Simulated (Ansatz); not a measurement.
An input for Ansatz 0.2.0 (CsCu2I3 (Cmcm)):

```yaml
crystal:
  lattice:
    - [5.27395, -6.58625, 0.0]
    - [5.27395, 6.58625, 0.0]
    - [0.0, 0.0, 6.09718]
  atoms:
    - { symbol: Cs, position: [0.3278, 0.6722, 0.25] }
    - { symbol: Cs, position: [0.6722, 0.3278, 0.75] }
    - { symbol: Cu, position: [0.851, 0.851, 0.0] }
    - { symbol: Cu, position: [0.149, 0.149, 0.5] }
    - { symbol: Cu, position: [0.149, 0.149, 0.0] }
    - { symbol: Cu, position: [0.851, 0.851, 0.5] }
    - { symbol: I, position: [0.8796, 0.1204, 0.25] }
    - { symbol: I, position: [0.1204, 0.8796, 0.75] }
    - { symbol: I, position: [0.836, 0.598, 0.25] }
    - { symbol: I, position: [0.164, 0.402, 0.75] }
    - { symbol: I, position: [0.598, 0.836, 0.75] }
    - { symbol: I, position: [0.402, 0.164, 0.25] }
kpoints:
  mp_grid: { grid: [4, 4, 4] }
hamiltonian:
  xc: r2scan
scf:
  occupations: { method: fixed }
  n_extra_bands: 158
output:
  optics: { e_range: [0, 15], de: 0.05, sigma: 0.15, scissors: 0.858 }
```

```sh
ansatz run input.yaml --threads 24 --pin off --max-ram 82944MiB --backend cuda --events-out ev --progress --plain --runs-dir out --devices 1 --max-vram 78GiB
```

Estimate wall time and host memory on 1 × NVIDIA GB200 (shared by 2 runs) with 24 threads of Arm Neoverse V2, shared host.

It took 20 s; on shared hardware allow 10 s to 41 s. Peak host memory was 8.4 GiB.

[Paths, hosts, dates, memory and timing lines, banners, echoed tables and standing remarks are left out of the program output.]

[Logs are printed without paths, hosts, clocks, repeated set-up lines and the standing remarks that a program may print on its own settings, such as how far it seeks lower states.]

[Runs of the session that timed out or met a known fault of the program may be left out.]

[Cells called generated may have been cut or substituted from an entry of the Crystallography Open Database or the Materials Project.]

[No measured gap is set beside runs whose start may be inverted or whose files or cutoffs have a known fault.]

[Hosts, paths, dates, database ids (printed as entryN), source tags and the programs' standing remarks are cut or masked in the printed files.]
